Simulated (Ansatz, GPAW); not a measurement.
# A 9-layer slab of Rh(100): work function by functional and basis, part 3 of 3

Wanted: work functions and dipole of a 9-layer slab of Rh(100), with the cost of each level.

GPAW 26.7.0 and Ansatz 0.2.0; Ansatz plane waves; slab in vacuum with a dipole correction, relaxation (the session's first sound run).

So far, upper work function (eV): step 2 (relaxation, PBE) 5.08; step 4 (self-consistent run: xc = "revPBE") 4.91; step 6 (self-consistent run: xc = "vdW-DF2", GPAW, PAW setups, GPAW) 5.41; step 7 (self-consistent run: xc = "RPBE") 4.89; step 8 (self-consistent run: xc = "LDA") 5.44.

## (11) A second plane-wave code

A second program with its own datasets checks the number independently.

This step: Ansatz plane waves; slab in vacuum with a dipole correction (Ansatz 0.2.0).

The input, input.yaml:

```yaml
crystal:
  lattice:
    - [2.6870057685, 0.0, 0.0]
    - [0.0, 2.6870057685, 0.0]
    - [0.0, 0.0, 31.2]
  atoms:
    - { symbol: Rh, position: [0.0, 0.0, 0.2564102564] }
    - { symbol: Rh, position: [0.5, 0.5, 0.3173076923] }
    - { symbol: Rh, position: [0.0, 0.0, 0.3782051282] }
    - { symbol: Rh, position: [0.5, 0.5, 0.4391025641] }
    - { symbol: Rh, position: [0.0, 0.0, 0.5009808152] }
    - { symbol: Rh, position: [0.5, 0.5, 0.5626005065] }
    - { symbol: Rh, position: [0.0, 0.0, 0.6246675379] }
    - { symbol: Rh, position: [0.5, 0.5, 0.6866860809] }
    - { symbol: Rh, position: [0.0, 0.0, 0.7460724451] }
kpoints:
  mp_grid: { grid: [12, 12, 1] }
hamiltonian:
  xc: pbe
scf:
  occupations: { method: fermi_dirac, width: 0.1 }
efield:
  axis: 3
  dipole_correction: true
  ramp_width: 0.05
output:
  forces: true
  write_potential: true
  write_density: true
  volumetric_format: npy
```

The run is started by

```console
$ ansatz run input.yaml --threads 4 --pin off --max-ram 8192MiB --backend cpu --events-out ev --progress --plain --runs-dir out
```

Numbers of over 12 decimals in the logs are rounded to 6 here.

Output:

```text
[...]
Crystal: 9 atoms, lattice volume = 225.264 Å³
Basis set: ecut = 420 eV, 4469 PW (Γ), exchange–correlation on 36×36×432 points (8 copies of the dense FFT grid, shifted against one another)
Bands: 92, of which v1, the nominal top of the filled ones, is band 77 counted from 1 (76 counted from 0)
Symmetry: 8 space group operations
[...]
k-points: 28 of 144
[...]
SCF iter   1: F=—  HF=-57624.013958 eV  |F-HF|=—  |Δ(HF+E_count)|=         —  Δρ=4.77e-3  dr2=2.98e-1  ethr=1.77e-3  p=0.001 e·Å  D=1.04e-3 V/Å  ΔV_dip=-0.03 eV  dr2_dipole=7.57e-3  V_vac-E_F(+/−)=4.70/4.74 eV  ⟨swp⟩=7.4  Hψ=11224  notcnv=0  defer=31
[...]
SCF iter   8: F=-57624.006610 eV  HF=-57624.006610 eV  |F-HF|=7.41e-8  |Δ(HF+E_count)|=   9.93e-7  Δρ=4.02e-6  dr2=8.84e-8  ethr=6.54e-11  p=-0.000 e·Å  D=-3.19e-4 V/Å  ΔV_dip=0.01 eV  dr2_dipole=1.60e-8  V_vac-E_F(+/−)=5.08/5.07 eV  ⟨swp⟩=18.6  Hψ=22068  notcnv=0
SCF 1 converged in 8 iterations: F = -57624.006610 eV  dr2 = 8.84e-8
[...]
SCF converged after 8 iterations
Free energy (F): -57624.006610 eV
[...]
Internal energy: -57623.557633 eV  (E = F + TS)
E sigma→0 (E₀):  -57623.782122 eV
Entropy (-TS):   -0.448977 eV (-49.886 meV/atom)
Fermi energy:    10.012193 eV
Dipole field:    D = -0.000159 V/Å  (p = -0.000197 e·Å, saw-weighted, corrected)
Work function:   Φ+ = 5.0775 eV   Φ− = 5.0726 eV
[...]
--- Forces (eV/Å), atoms counted from 1 ---
  atom   1  Rh     0.00000000     0.00000000     0.30810008
  atom   2  Rh    -0.00000000     0.00000000    -0.56893636
  atom   3  Rh     0.00000000     0.00000000    -0.05978895
  atom   4  Rh    -0.00000000     0.00000000     0.32057612
  atom   5  Rh    -0.00000000     0.00000000     0.00522118
  atom   6  Rh     0.00000000     0.00000000     0.00011595
  atom   7  Rh    -0.00000000     0.00000000    -0.01155865
  atom   8  Rh     0.00000000     0.00000000     0.00878922
  atom   9  Rh     0.00000000     0.00000000    -0.00253419
  max |Σ_I F_I| component: 1.56e-5 eV/Å
--- Band table (eV; the first three rows and the last of 28) ---
  k-point 0: bands = [... 73 lower, 9.5355, 9.5355, 9.6613, 9.9028, 9.9360, 10.1586, 10.1586, 10.2062, ... 11 higher]
  k-point 1: bands = [... 73 lower, 9.3243, 9.4724, 9.6371, 9.7746, 9.8689, 9.9400, 10.0335, 10.1982, ... 11 higher]
  k-point 2: bands = [... 73 lower, 9.0545, 9.2331, 9.2840, 9.4086, 9.6526, 9.7148, 9.8512, 10.1074, ... 11 higher]
  k-point 27: bands = [... 73 lower, 11.0048, 11.0216, 11.0469, 11.0659, 11.0681, 11.0883, 11.5005, 11.5551, ... 11 higher]
```

It took 23 s on 4 threads of Arm Neoverse V1, shared host; peak memory 0.97 GiB; 88 s of CPU time.

The column dr2 measures how far the density is from self-consistency, as an energy; F and HF (Harris–Foulkes) agree once it is small.

Numbers from this step:

| Property | Result |
| --- | --- |
| upper work function | 5.077 eV |
| lower work function | 5.073 eV |
| dipole along the normal | -1.97e-4 e·Å |
| dipole field | -1.59e-4 V/Å |

The electrostatic potential energy of an electron (with the applied field's), less the Fermi level, planar mean oscillates, so the rows of the table below give means over windows of 1.88 Å about each position, cut where the curve ends. Its maxima inside the range that stand out by 2 % of the span (Å: eV): 9.0: -3.05, 10.8: -3.37, 12.7: -3.45, 14.7: -3.17, 16.6: -3.02, 18.5: -2.88, 20.5: -3.03, 22.4: -3.85. Its minima: 7.9: -21.7, 10.0: -22.0, 11.8: -22.2, 13.7: -22.2, 15.6: -22.1, 17.6: -22.0, 19.5: -22.1, 21.4: -22.1, 23.3: -21.9.

Electrostatic potential energy of an electron (with the applied field's), less the Fermi level, planar mean against z; means over each step:

```
z (Å)  electrostatic potential energy of an electron (with the applied field's), less the Fermi level, planar mean (eV)
 0.94                                                                                                              5.07
 2.82                                                                                                              5.07
 4.70                                                                                                              5.05
 6.58                                                                                                              1.56
 8.46                                                                                                             -12.8
10.34                                                                                                             -13.2
12.22                                                                                                             -13.3
14.10                                                                                                             -13.0
15.98                                                                                                             -13.1
17.86                                                                                                             -13.0
19.74                                                                                                             -13.1
21.62                                                                                                             -13.4
23.50                                                                                                             -11.9
25.38                                                                                                              4.55
27.26                                                                                                              5.08
29.14                                                                                                              5.08
31.02                                                                                                              5.08
```

The valence density, planar mean oscillates, so the rows of the table below give means over windows of 1.88 Å about each position, cut where the curve ends. Its maxima inside the range that stand out by 2 % of the span (Å: e/Å³): 7.9: 2.17, 10.0: 2.19, 11.8: 2.21, 13.7: 2.22, 15.6: 2.22, 17.6: 2.19, 19.5: 2.22, 21.4: 2.21, 23.3: 2.20. Its minima: 9.0: 0.436, 10.8: 0.436, 12.7: 0.438, 14.7: 0.425, 16.6: 0.420, 18.5: 0.412, 20.5: 0.419, 22.4: 0.475.

The valence density, planar mean by z; means over each step:

```
z (Å)  valence density, planar mean (e/Å³)
 2.82                               6.7e-6
 4.70                               8.6e-4
 6.58                                0.176
 8.46                                 1.24
10.34                                 1.24
12.22                                 1.24
14.10                                 1.23
15.98                                 1.23
17.86                                 1.23
19.74                                 1.23
21.62                                 1.25
23.50                                 1.17
25.38                               0.0205
27.26                               1.5e-4
```

Force by atom:

| atom | x (eV/Å) | y (eV/Å) | z (eV/Å) | size |
| --- | --- | --- | --- | --- |
| Rh1 | 0.000 | 0.000 | 0.308 | 0.308 |
| Rh2 | 0.000 | 0.000 | -0.569 | 0.569 |
| Rh3 | 0.000 | 0.000 | -0.060 | 0.060 |
| Rh4 | 0.000 | 0.000 | 0.321 | 0.321 |
| Rh5 | 0.000 | 0.000 | 0.005 | 0.005 |
| Rh6 | 0.000 | 0.000 | 0.000 | 0.000 |
| Rh7 | 0.000 | 0.000 | -0.012 | 0.012 |
| Rh8 | 0.000 | 0.000 | 0.009 | 0.009 |
| Rh9 | 0.000 | 0.000 | -0.003 | 0.003 |

The upper face's work function is 5.077 eV, against 5.061 eV in the first plane-wave PBE run at this geometry.

## (12) Side by side

Results and costs are gathered.

This step: comparison of work functions, dipole and cost (GPAW 26.7.0).

Ladder, by row:

```csv
step,code,"work function, upper (eV)","work function, lower (eV)",dipole (e Å),wall time (s),peak memory (GiB),threads
pw,GPAW,5.061,5.051,-3.45e-4,1829,0.42,1
revPBE,GPAW,4.909,4.898,-3.95e-4,1670,0.43,1
vdW-DF2,GPAW,5.41,5.396,-5.12e-4,1755,0.58,1
RPBE,GPAW,4.885,4.873,-4.23e-4,2324,0.44,1
LDA,GPAW,5.438,5.43,-2.83e-4,1717,0.44,1
ansatz,Ansatz,5.077,5.073,-1.97e-4,22.8,0.967,4
```

## (13) A changed run

One more run, with changed settings.

This step: GPAW, PAW setups; slab in vacuum (GPAW 26.7.0).

The input, run.py:

```python
import json
import numpy as np
from ase import Atoms
from gpaw import GPAW, PW

slab = Atoms(
    ['Rh', 'Rh', 'Rh', 'Rh', 'Rh', 'Rh', 'Rh', 'Rh', 'Rh'],
    positions=[
        [0.00000, 0.00000, 8.00000],
        [1.34350, 1.34350, 9.90000],
        [0.00000, 0.00000, 11.80000],
        [1.34350, 1.34350, 13.70000],
        [0.00000, 0.00000, 15.63060],
        [1.34350, 1.34350, 17.55314],
        [0.00000, 0.00000, 19.48963],
        [1.34350, 1.34350, 21.42461],
        [0.00000, 0.00000, 23.27746]],
    cell=[[2.68701, 0.0, 0.0], [0.0, 2.68701, 0.0], [0.0, 0.0, 31.2]],
    pbc=[True, True, False])

slab.calc = GPAW(mode=PW(400), xc='PBE', kpts={'size': (12, 12, 1), 'gamma': True},
                 occupations={'name': 'fermi-dirac', 'width': 2.0}, nbands='160%',
                 convergence={'density': 1e-05}, maxiter=100,
                 poissonsolver={'dipolelayer': 'xy'},
                 symmetry={'tolerance': 1e-3}, txt='slab.txt')
result = {}
energy = slab.get_potential_energy()
fermi = slab.calc.get_fermi_level()
v = slab.calc.get_electrostatic_potential().mean((0, 1)) - fermi
n = slab.calc.get_pseudo_density().mean((0, 1))
L = slab.cell[2, 2]
z = np.arange(len(v)) * L / len(v)
low, high = slab.positions[:, 2].min(), slab.positions[:, 2].max()
below, above = np.interp([low - 5.8, high + 5.8], z, v)
slopes = [np.interp(x, z, np.gradient(v, z)) for x in (low - 5.8, high + 5.8)]
eps = np.array([[slab.calc.get_eigenvalues(k, s) for k in range(len(slab.calc.get_ibz_k_points()))]
                for s in range(slab.calc.get_number_of_spins())]) - fermi
top, bottom = eps[eps < 0].max(), eps[eps > 0].min()
dipole = slab.get_dipole_moment()[2]
print(f'energy {energy:.4f} eV, Fermi level {fermi:.4f} eV, dipole {dipole:.5f} e A')
print(f'potential 5.8 A off the faces, from the Fermi level: lower {below:.4f} eV, upper {above:.4f} eV')
print(f'slope of the potential there: lower {slopes[0]:.5f}, upper {slopes[1]:.5f} eV/A')
print(f'nearest levels on the mesh: {top:.4f} and {bottom:.4f} eV')
print('magnetic moment', round(slab.get_magnetic_moment(), 3))
result.update(energy=energy, fermi=fermi, dipole=dipole, below=below, above=above, slopes=slopes, edges=[top, bottom],
              z=z.tolist(), v=v.tolist(), n=n.tolist(), positions=slab.positions.tolist(),
              forces=slab.get_forces(apply_constraint=False).tolist(), moments=slab.get_magnetic_moments().tolist())
json.dump(result, open('result.json', 'w'))
```

The run is started by

```console
$ OMP_NUM_THREADS=1 OPENBLAS_NUM_THREADS=1 python run.py
```

Output:

```text
energy -74.2014 eV, Fermi level 3.9336 eV, dipole 0.00150 e A
potential 5.8 A off the faces, from the Fermi level: lower 8.1600 eV, upper 8.1394 eV
slope of the potential there: lower -0.24289, upper 0.23710 eV/A
nearest levels on the mesh: -0.0078 and 0.0321 eV
magnetic moment 0.0
```

The job ended after 20 min (1 thread; peak memory 0.44 GiB).

The run finished. A setting was moved off its sound value on purpose, so it serves as a test and not as the result.

The fault put into the input: a smearing of electronvolts (width = 2.0).

## (14) Summary of results

| Item | Value |
| --- | --- |
| work function, upper and lower face | 5.061 and 5.051 eV |
| dipole along the normal | -3.5e-4 e Å |

In words: With plane waves and PBE the work function is 5.06 eV on the upper face and 5.05 eV on the lower. The measured value for this face is 5.3 eV (as compiled in "Anisotropic work function of elemental crystals", 2019, arxiv:1902.07811); the relaxed upper face lies 0.24 eV under it with PBE, and vdW-DF2 comes nearest (5.41 eV). Measured work functions scatter by a tenth of an eV or more between methods. Over the sound runs of the table the upper face's work function spans 4.885 (RPBE) to 5.438 eV (LDA). The two plane-wave codes differ by 0.016 eV on the upper face. The small printed dipole stands for a step of 8.7 meV from the lower to the upper face, and the probes find 10 meV; values this small are near the numerical noise of both. The in-plane lattice was kept as typed, which isn't the functional's own and leaves some strain; spin-orbit coupling and temperature are left out.

[Logs are printed without paths, hosts, clocks, repeated set-up lines and the standing remarks that a program may print on its own settings, such as how far it seeks lower states.]

[Hosts, paths, dates, database ids (printed as entryN), source tags and the programs' standing remarks are cut or masked in the printed files.]
